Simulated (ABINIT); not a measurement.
**RbSrBr3 (Pm-3m): modes at Γ and the response to a field**

Aim: the zone-centre modes of RbSrBr3 (Pm-3m).

Main program and level: ABINIT 10.8.3; DFT LDA, scalar-relativistic, plane waves, PseudoDojo norm-conserving pseudopotentials.

The structure was built from a prototype and need not be the compound's stable phase.

## (1) The structure

The structure is cubic, space group Pm-3m (No. 221). The conventional cell has a = 6.092 Å, b = 6.092 Å, c = 6.092 Å, α = 90.00°, β = 90.00°, γ = 90.00°. Nearest to Rb lie 12 Br at 4.31 Å. Nearest to Sr lie 6 Br at 3.05 Å. Nearest to Br lie 2 Sr at 3.05 Å and 4 Rb at 4.31 Å. Farther neighbours and most contacts between anions are not listed.

## (2) A probe with smearing

A first run with smearing and empty bands tells whether the crystal has a gap, which decides between fixed occupations and smearing later on.

The input, probe.abi:

```
# ground state
tolvrs 1.0d-08
prtden 1
prtwf 1

# basis, mesh and filling
ecut 28.0
ngkpt 4 4 4
nshiftk 1
shiftk 0.0 0.0 0.0
istwfk *1
occopt 7
tsmear 0.005
nband 29
nstep 100
diemac 9.0
prtebands 0
prtgsr 0
useylm 1

# cell and atoms
acell 3*1.0 Angstrom
rprim 
    6.0916 0.0 0.0
    0.0 6.0916 0.0
    0.0 0.0 6.0916
ntypat 3
znucl 37 38 35
natom 5
typat 1 2 3 3 3
xred 
    0.0 0.0 0.0
    0.5 0.5 0.5
    0.5 0.5 0.0
    0.5 0.0 0.5
    0.0 0.5 0.5
pp_dirpath "./pseudo"
pseudos "Rb.upf, Sr.upf, Br.upf"
```

Launch:

```console
> OMP_NUM_THREADS=1 mpirun -n 4 abinit probe.abi > probe.log
```

Numbers of over 12 decimals in the logs are rounded to 6 here.

probe.abo, the main output file:

```text
[banners, grids, parts of the stress and lines that vanish by symmetry left out]
- input  file    -> probe.abi
- output file    -> probe.abo
- root for input  files -> probei
[...]
Symmetries : space group Pm -3 m (#221); Bravais cP (primitive cubic)
[...]
mpw =       10827          nfft =      216000          nkpt =          10
[...]
== DATASET  1 ==================================================================
[...]
cutoff_energies: {ecut:  28.0, pawecutdg:  -1.0, }
[...]
ETOT  1  -109.01263428182    -1.090E+02 2.770E-02 2.380E+02
 ETOT  2  -109.06335284577    -5.072E-02 6.474E-03 3.389E+01
 ETOT  3  -109.06602275723    -2.670E-03 2.483E-03 1.154E+01
 ETOT  4  -109.06633884099    -3.161E-04 1.421E-03 4.398E-01
 ETOT  5  -109.06635000736    -1.117E-05 5.395E-04 6.804E-03
 ETOT  6  -109.06635037132    -3.640E-07 3.194E-04 5.847E-04
 ETOT  7  -109.06635039542    -2.411E-08 1.413E-04 2.720E-05
 ETOT  8  -109.06635039610    -6.716E-10 9.783E-05 6.970E-07
 ETOT  9  -109.06635039613    -3.598E-11 5.973E-05 8.638E-09
 At SCF step    9       vres2   =  8.64E-09 < tolvrs=  1.00E-08 =>converged.
[...]
sigma(1 1)=  8.66218964E-05  sigma(3 2)=  0.00000000E+00
  sigma(2 2)=  8.66218964E-05  sigma(3 1)=  0.00000000E+00
  sigma(3 3)=  8.66218964E-05  sigma(2 1)=  0.00000000E+00
[...]
convergence: {deltae: -3.598E-11, res2:  8.638E-09, residm:  5.973E-05, diffor: null, }
etotal    :  -1.09066350E+02
[...]
sigma(1 1)=  8.66218964E-05  sigma(3 2)=  0.00000000E+00
  sigma(2 2)=  8.66218964E-05  sigma(3 1)=  0.00000000E+00
  sigma(3 3)=  8.66218964E-05  sigma(2 1)=  0.00000000E+00
[...]
- sigma(1 1)=  2.54850418E+00  sigma(3 2)=  0.00000000E+00
- sigma(2 2)=  2.54850418E+00  sigma(3 1)=  0.00000000E+00
- sigma(3 3)=  2.54850418E+00  sigma(2 1)=  0.00000000E+00
[...]
fcart     -0.0000000000E+00 -0.0000000000E+00 -0.0000000000E+00
           strten      8.6621896363E-05  8.6621896363E-05  8.6621896363E-05
================================================================================

[key lines of the parts left out:]
pressure_GPa:  -2.5485E+00
```

Elapsed: 43 s, on 4 MPI ranks of Arm Neoverse V1, shared host.

Numbers from this step:

```yaml
volume_per_atom: 45.21 Å³
pressure: -2.549 GPa
gap_on_the_k_mesh: 3.445 eV
```

A gap of 3.4 eV opens on this mesh, so the crystal is taken as an insulator; the printed pressure holds the stress of the finite basis too.

## (3) Rough relaxation

The typed start is rough, so a first relaxation with smearing and loose thresholds takes it towards rest cheaply.

The input, prerelax.abi:

```
# relaxation
ionmov 2
optcell 2
dilatmx 1.15
chkdilatmx 0
ntime 40
tolmxf 3.0d-04
tolvrs 1.0d-10
prtwf 0
prtden 0
chksymtnons 0

# basis, mesh and filling
ecut 29.0
ecutsm 3.0
ngkpt 4 4 4
nshiftk 1
shiftk 0.0 0.0 0.0
istwfk *1
occopt 7
tsmear 0.005
nband 29
nstep 100
diemac 9.0
prtebands 0
prtgsr 0
useylm 1

# cell and atoms
acell 3*1.0 Angstrom
rprim 
    6.0916 0.0 0.0
    0.0 6.0916 0.0
    0.0 0.0 6.0916
ntypat 3
znucl 37 38 35
natom 5
typat 1 2 3 3 3
xred 
    0.0 0.0 0.0
    0.5 0.5 0.5
    0.5 0.5 0.0
    0.5 0.0 0.5
    0.0 0.5 0.5
pp_dirpath "./pseudo"
pseudos "Rb.upf, Sr.upf, Br.upf"
```

Launch:

```console
> OMP_NUM_THREADS=1 mpirun -n 4 abinit prerelax.abi > prerelax.log
```

prerelax.abo, the main output file:

```text
[banners, grids, parts of the stress and lines that vanish by symmetry left out]
- input  file    -> prerelax.abi
- output file    -> prerelax.abo
- root for input  files -> prerelaxi
[...]
Symmetries : space group Pm -3 m (#221); Bravais cP (primitive cubic)
[...]
mpw =       17368          nfft =      373248          nkpt =          10
[...]
== DATASET  1 ==================================================================
[...]
cutoff_energies: {ecut:  29.0, pawecutdg:  -1.0, }
[...]
ETOT  1  -109.01180305251    -1.090E+02 3.030E-02 4.058E+02
 ETOT  2  -109.06337089784    -5.157E-02 7.062E-03 5.812E+01
 ETOT  3  -109.06591844125    -2.548E-03 2.624E-03 2.004E+01
 ETOT  4  -109.06623853887    -3.201E-04 8.985E-04 7.278E-01
 ETOT  5  -109.06624893889    -1.040E-05 6.302E-04 1.390E-02
[...]
At SCF step   11       vres2   =  1.89E-11 < tolvrs=  1.00E-10 =>converged.
[...]
ETOT 10  -109.07743961520     4.405E-12 1.849E-05 3.975E-11
 At SCF step   10       vres2   =  3.98E-11 < tolvrs=  1.00E-10 =>converged.
[...]
sigma(1 1)=  7.16333950E-07  sigma(3 2)=  0.00000000E+00
  sigma(2 2)=  7.16333950E-07  sigma(3 1)=  0.00000000E+00
  sigma(3 3)=  7.16333950E-07  sigma(2 1)=  0.00000000E+00
[...]
convergence: {deltae:  4.405E-12, res2:  3.975E-11, residm:  1.849E-05, diffor: null, }
etotal    :  -1.09077440E+02
[...]
At Broyd/MD step   5, gradients are converged :
[...]
sigma(1 1)=  7.16333950E-07  sigma(3 2)=  0.00000000E+00
  sigma(2 2)=  7.16333950E-07  sigma(3 1)=  0.00000000E+00
  sigma(3 3)=  7.16333950E-07  sigma(2 1)=  0.00000000E+00
[...]
- sigma(1 1)=  2.10752724E-02  sigma(3 2)=  0.00000000E+00
- sigma(2 2)=  2.10752724E-02  sigma(3 1)=  0.00000000E+00
- sigma(3 3)=  2.10752724E-02  sigma(2 1)=  0.00000000E+00
[...]
fcart     -0.0000000000E+00 -0.0000000000E+00 -0.0000000000E+00
           strten      7.1633394958E-07  7.1633394958E-07  7.1633394958E-07
================================================================================

[key lines of the parts left out:]
pressure_GPa:  -2.1075E-02
Total energy (etotal) [Ha]= -1.09077439615201E+02
```

Wall time 6.7 min (4 MPI ranks); 27 min of CPU time.

Relaxation path:

```
step  energy less that of the first step (eV)  largest force (eV/Å)  volume (Å³)
   1                                   0.0000                0.0000       226.04
   2                                  -0.0259                0.0000       224.34
   3                                  -0.2692                0.0000       182.83
   4                                  -0.3024                0.0000       194.70
   5                                  -0.3045                0.0000       192.42
```

```
conventional cell, symmetrised  before  after   change
                         a (Å)   6.092  5.773   -5.2 %
                         b (Å)   6.092  5.773   -5.2 %
                         c (Å)   6.092  5.773   -5.2 %
              volume (Å³/atom)   45.21  38.48  -14.9 %
```

Final coordinates:

```
Rb Sr Br
1.0
     5.77318    0.00000    0.00000
     0.00000    5.77318    0.00000
     0.00000    0.00000    5.77318
Rb Sr Br
1 1 3
Direct
  0.00000 0.00000 0.00000
  0.50000 0.50000 0.50000
  0.50000 0.50000 0.00000
  0.50000 0.00000 0.50000
  0.00000 0.50000 0.50000
```

Numbers from this step:

| Quantity | Value |
| --- | --- |
| volume per atom | 38.48 Å³ |
| pressure | -0.02108 GPa |
| gap on the k-mesh | 3.677 eV |

The volume changes by -14.9 % in this run and stands -14.9 % from the first cell.

## (4) Rough relaxation

The cell changed much, so the rough relaxation is repeated on a basis made for the new cell.

Changes to prerelax.abi since step 3:

```diff
@@ -31,5 +31,5 @@
 rprim 
-    6.0916 0.0 0.0
-    0.0 6.0916 0.0
-    0.0 0.0 6.0916
+    5.773178811 0.0 0.0
+    0.0 5.773178811 0.0
+    0.0 0.0 5.773178811
 ntypat 3
```

prerelax.abo, the main output file:

```text
[banners, grids, parts of the stress and lines that vanish by symmetry left out]
- input  file    -> prerelax.abi
- output file    -> prerelax.abo
- root for input  files -> prerelaxi
[...]
Symmetries : space group Pm -3 m (#221); Bravais cP (primitive cubic)
[...]
mpw =       14832          nfft =      262144          nkpt =          10
[...]
== DATASET  1 ==================================================================
[...]
cutoff_energies: {ecut:  29.0, pawecutdg:  -1.0, }
[...]
ETOT  1  -109.02694598818    -1.090E+02 3.373E-02 3.119E+02
 ETOT  2  -109.07507963730    -4.813E-02 1.480E-02 4.802E+01
 ETOT  3  -109.07707139365    -1.992E-03 3.146E-03 1.441E+01
 ETOT  4  -109.07743406072    -3.627E-04 2.750E-03 2.351E-01
 ETOT  5  -109.07743947822    -5.418E-06 1.131E-03 3.186E-03
[...]
ETOT  9  -109.07743960031    -1.165E-11 1.495E-04 3.363E-09
 ETOT 10  -109.07743960032    -1.184E-11 9.912E-05 7.360E-11
 At SCF step   10       vres2   =  7.36E-11 < tolvrs=  1.00E-10 =>converged.
[...]
sigma(1 1)=  7.16229203E-07  sigma(3 2)=  0.00000000E+00
  sigma(2 2)=  7.16229203E-07  sigma(3 1)=  0.00000000E+00
  sigma(3 3)=  7.16229203E-07  sigma(2 1)=  0.00000000E+00
[...]
convergence: {deltae: -1.184E-11, res2:  7.360E-11, residm:  9.912E-05, diffor: null, }
etotal    :  -1.09077440E+02
[...]
At Broyd/MD step   1, gradients are converged :
[...]
sigma(1 1)=  7.16229203E-07  sigma(3 2)=  0.00000000E+00
  sigma(2 2)=  7.16229203E-07  sigma(3 1)=  0.00000000E+00
  sigma(3 3)=  7.16229203E-07  sigma(2 1)=  0.00000000E+00
[...]
- sigma(1 1)=  2.10721907E-02  sigma(3 2)=  0.00000000E+00
- sigma(2 2)=  2.10721907E-02  sigma(3 1)=  0.00000000E+00
- sigma(3 3)=  2.10721907E-02  sigma(2 1)=  0.00000000E+00
[...]
fcart     -0.0000000000E+00 -0.0000000000E+00 -0.0000000000E+00
           strten      7.1622920324E-07  7.1622920324E-07  7.1622920324E-07
================================================================================

[key lines of the parts left out:]
pressure_GPa:  -2.1072E-02
Total energy (etotal) [Ha]= -1.09077439600325E+02
```

Run time: 51 s. Hardware: 4 MPI ranks; 3.3 min of CPU time.

Little changed from the start: no atom moved by 0.005 Å and no cell edge by 0.1 %.

Numbers from this step:

* pressure: -0.02107 GPa

The volume changes by +0.0 % in this run and stands -14.9 % from the first cell.

## (5) Relaxing the cell and atoms

The harmonic expansion needs vanishing forces, and a free crystal bears no stress, so cell and atoms are brought to rest. Stress is more sensitive to the basis than forces are: the last 3 Ha under the cutoff are smoothed with ecutsm, and the cutoff is raised above that of the later runs.

The input, relax.abi:

```
# relaxation
ionmov 2
optcell 2
dilatmx 1.08
ntime 40
tolmxf 1.0d-05
tolvrs 1.0d-14
prtwf 0
prtden 0
chksymtnons 0

# basis, mesh and filling
ecut 35.0
ecutsm 3.0
ngkpt 4 4 4
nshiftk 1
shiftk 0.0 0.0 0.0
istwfk *1
occopt 1
nband 20
nstep 100
diemac 9.0
prtebands 0
prtgsr 0
useylm 1

# cell and atoms
acell 3*1.0 Angstrom
rprim 
    5.773178815 0.0 0.0
    0.0 5.773178815 0.0
    0.0 0.0 5.773178815
ntypat 3
znucl 37 38 35
natom 5
typat 1 2 3 3 3
xred 
    0.0 0.0 0.0
    0.5 0.5 0.5
    0.5 0.5 0.0
    0.5 0.0 0.5
    0.0 0.5 0.5
pp_dirpath "./pseudo"
pseudos "Rb.upf, Sr.upf, Br.upf"
```

Launch:

```console
> OMP_NUM_THREADS=1 mpirun -n 4 abinit relax.abi > relax.log
```

relax.abo, the main output file:

```text
[banners, grids, parts of the stress and lines that vanish by symmetry left out]
- input  file    -> relax.abi
- output file    -> relax.abo
- root for input  files -> relaxi
[...]
Symmetries : space group Pm -3 m (#221); Bravais cP (primitive cubic)
[...]
mpw =       16279          nfft =      262144          nkpt =          10
[...]
== DATASET  1 ==================================================================
[...]
cutoff_energies: {ecut:  35.0, pawecutdg:  -1.0, }
[...]
ETOT  1  -109.00407900480    -1.090E+02 1.478E-01 2.663E+02
 ETOT  2  -109.07625930212    -7.218E-02 6.195E-05 4.993E+01
 ETOT  3  -109.07759028569    -1.331E-03 1.306E-05 1.331E+01
 ETOT  4  -109.07791569202    -3.254E-04 1.235E-06 1.761E-01
 ETOT  5  -109.07792130310    -5.611E-06 2.494E-07 2.501E-02
[...]
At SCF step   14       vres2   =  6.25E-16 < tolvrs=  1.00E-14 =>converged.
[...]
sigma(1 1)=  7.13220434E-07  sigma(3 2)=  0.00000000E+00
  sigma(2 2)=  7.13220434E-07  sigma(3 1)=  0.00000000E+00
  sigma(3 3)=  7.13220434E-07  sigma(2 1)=  0.00000000E+00
[...]
convergence: {deltae:  8.242E-13, res2:  6.247E-16, residm:  8.926E-21, diffor: null, }
etotal    :  -1.09077923E+02
[...]
ETOT  1  -109.07792294796    -1.091E+02 2.240E-12 6.709E-04
[...]
At SCF step   10       vres2   =  9.80E-16 < tolvrs=  1.00E-14 =>converged.
[...]
sigma(1 1)=  6.64630271E-07  sigma(3 2)=  0.00000000E+00
  sigma(2 2)=  6.64630271E-07  sigma(3 1)=  0.00000000E+00
  sigma(3 3)=  6.64630271E-07  sigma(2 1)=  0.00000000E+00
[...]
convergence: {deltae:  1.674E-11, res2:  9.802E-16, residm:  1.763E-20, diffor: null, }
etotal    :  -1.09077923E+02
[...]
ETOT  1  -109.07791758862    -1.091E+02 6.393E-09 1.253E-01
[...]
ETOT 10  -109.07792335707     1.023E-12 3.259E-18 1.859E-13
 ETOT 11  -109.07792335707    -1.705E-13 1.825E-19 3.291E-15
 At SCF step   11       vres2   =  3.29E-15 < tolvrs=  1.00E-14 =>converged.
[...]
sigma(1 1)= -9.48089921E-10  sigma(3 2)=  0.00000000E+00
  sigma(2 2)= -9.48089920E-10  sigma(3 1)=  0.00000000E+00
  sigma(3 3)= -9.48089912E-10  sigma(2 1)=  0.00000000E+00
[...]
convergence: {deltae: -1.705E-13, res2:  3.291E-15, residm:  1.825E-19, diffor: null, }
etotal    :  -1.09077923E+02
[...]
At Broyd/MD step   3, gradients are converged :
[...]
sigma(1 1)= -9.48089921E-10  sigma(3 2)=  0.00000000E+00
  sigma(2 2)= -9.48089920E-10  sigma(3 1)=  0.00000000E+00
  sigma(3 3)= -9.48089912E-10  sigma(2 1)=  0.00000000E+00
[...]
- sigma(1 1)= -2.78937685E-05  sigma(3 2)=  0.00000000E+00
- sigma(2 2)= -2.78937685E-05  sigma(3 1)=  0.00000000E+00
- sigma(3 3)= -2.78937682E-05  sigma(2 1)=  0.00000000E+00
[...]
fcart     -0.0000000000E+00 -0.0000000000E+00 -0.0000000000E+00
           strten     -9.4808992081E-10 -9.4808992037E-10 -9.4808991170E-10
================================================================================

[key lines of the parts left out:]
pressure_GPa:   2.7894E-05
Total energy (etotal) [Ha]= -1.09077923357069E+02
```

Elapsed: 1.9 min, on 4 MPI ranks.

Little changed from the start: no atom moved by 0.005 Å and no cell edge by 0.1 %.

This step gave:

```
volume per atom : 38.45 Å³
pressure        : 2.79e-5 GPa
```

The volume changes by -0.1 % in this run and stands -15.0 % from the first cell.

## (6) Ground state

First-order wavefunctions inherit every error of the ground state, hence the very tight tolvrs.

The input, gs.abi:

```
# ground state
tolvrs 1.0d-16
prtden 1
prtwf 1

# basis, mesh and filling
ecut 28.0
ngkpt 4 4 4
nshiftk 1
shiftk 0.0 0.0 0.0
istwfk *1
occopt 1
nband 20
nstep 100
diemac 9.0
prtebands 0
prtgsr 0
useylm 1

# cell and atoms
acell 3*1.0 Angstrom
rprim 
    5.771367252 0.0 0.0
    0.0 5.771367252 0.0
    0.0 0.0 5.771367252
ntypat 3
znucl 37 38 35
natom 5
typat 1 2 3 3 3
xred 
    0.0 0.0 0.0
    0.5 0.5 0.5
    0.5 0.5 0.0
    0.5 0.0 0.5
    0.0 0.5 0.5
pp_dirpath "./pseudo"
pseudos "Rb.upf, Sr.upf, Br.upf"
```

Launch:

```console
> OMP_NUM_THREADS=1 mpirun -n 4 abinit gs.abi > gs.log
```

gs.abo, the main output file:

```text
[banners, grids, parts of the stress and lines that vanish by symmetry left out]
- input  file    -> gs.abi
- output file    -> gs.abo
- root for input  files -> gsi
[...]
Symmetries : space group Pm -3 m (#221); Bravais cP (primitive cubic)
[...]
mpw =        9228          nfft =      157464          nkpt =          10
[...]
== DATASET  1 ==================================================================
[...]
cutoff_energies: {ecut:  28.0, pawecutdg:  -1.0, }
[...]
ETOT  1  -109.01016896659    -1.090E+02 1.148E-01 1.710E+02
 ETOT  2  -109.07606474031    -6.590E-02 1.481E-05 2.687E+01
 ETOT  3  -109.07721494271    -1.150E-03 1.588E-05 7.380E+00
 ETOT  4  -109.07753244344    -3.175E-04 1.038E-06 1.141E-01
 ETOT  5  -109.07753812874    -5.685E-06 2.138E-07 6.925E-03
[...]
ETOT 14  -109.07753895389     4.064E-12 1.581E-21 2.750E-16
 ETOT 15  -109.07753895389     2.174E-12 1.064E-21 3.923E-17
 At SCF step   15       vres2   =  3.92E-17 < tolvrs=  1.00E-16 =>converged.
[...]
sigma(1 1)=  3.01327307E-06  sigma(3 2)=  0.00000000E+00
  sigma(2 2)=  3.01327307E-06  sigma(3 1)=  0.00000000E+00
  sigma(3 3)=  3.01327307E-06  sigma(2 1)=  0.00000000E+00
[...]
convergence: {deltae:  2.174E-12, res2:  3.923E-17, residm:  1.064E-21, diffor: null, }
etotal    :  -1.09077539E+02
[...]
sigma(1 1)=  3.01327307E-06  sigma(3 2)=  0.00000000E+00
  sigma(2 2)=  3.01327307E-06  sigma(3 1)=  0.00000000E+00
  sigma(3 3)=  3.01327307E-06  sigma(2 1)=  0.00000000E+00
[...]
- sigma(1 1)=  8.86535544E-02  sigma(3 2)=  0.00000000E+00
- sigma(2 2)=  8.86535544E-02  sigma(3 1)=  0.00000000E+00
- sigma(3 3)=  8.86535544E-02  sigma(2 1)=  0.00000000E+00
[...]
fcart     -0.0000000000E+00 -0.0000000000E+00 -0.0000000000E+00
           strten      3.0132730682E-06  3.0132730682E-06  3.0132730682E-06
================================================================================

[key lines of the parts left out:]
pressure_GPa:  -8.8654E-02
```

Run time: 36 s. Hardware: 4 MPI ranks.

This step gave:

| Quantity | Value |
| --- | --- |
| pressure | -0.08865 GPa |

The cell stands at -0.089 GPa, close enough for phonons.

## (7) Empty bands

Empty bands on the ground state's density check that the gap assumed so far is there in this cell.

The input, gap.abi:

```
# empty bands on the ground state's density
iscf -2
getden_filepath "gso_DEN"
tolwfr 1.0d-12
nbdbuf 2
prtwf 0

# basis, mesh and filling
ecut 28.0
ngkpt 4 4 4
nshiftk 1
shiftk 0.0 0.0 0.0
istwfk *1
occopt 1
nband 24
nstep 100
diemac 9.0
prtebands 0
prtgsr 0
useylm 1

# cell and atoms
acell 3*1.0 Angstrom
rprim 
    5.771367252 0.0 0.0
    0.0 5.771367252 0.0
    0.0 0.0 5.771367252
ntypat 3
znucl 37 38 35
natom 5
typat 1 2 3 3 3
xred 
    0.0 0.0 0.0
    0.5 0.5 0.5
    0.5 0.5 0.0
    0.5 0.0 0.5
    0.0 0.5 0.5
pp_dirpath "./pseudo"
pseudos "Rb.upf, Sr.upf, Br.upf"
```

Launch:

```console
> OMP_NUM_THREADS=1 mpirun -n 4 abinit gap.abi > gap.log
```

gap.abo, the main output file:

```text
[banners, grids, parts of the stress and lines that vanish by symmetry left out]
- input  file    -> gap.abi
- output file    -> gap.abo
- root for input  files -> gapi
[...]
Symmetries : space group Pm -3 m (#221); Bravais cP (primitive cubic)
[...]
mpw =        9228          nfft =      157464          nkpt =          10
[...]
== DATASET  1 ==================================================================
[...]
cutoff_energies: {ecut:  28.0, pawecutdg:  -1.0, }
[...]
-outvars: echo values of variables after computation
            acell      1.8897261259E+00  1.8897261259E+00  1.8897261259E+00 Bohr
================================================================================
```

Run time: 28 s. Hardware: 4 MPI ranks.

This step gave:

```
gap on the k-mesh : 3.678 eV
```

In this cell the gap on the mesh is 3.7 eV, indirect (smallest direct 3.9 eV), so fixed occupations hold.

(Continued in part 2 of 2.)

[Host names and launcher messages were left out of these logs when they were recorded.]

[Logs are printed without paths, hosts, clocks, repeated set-up lines and the standing remarks that a program may print on its own settings, such as how far it seeks lower states.]

[Hosts, paths, dates, database ids (printed as entryN), source tags and the programs' standing remarks are cut or masked in the printed files.]
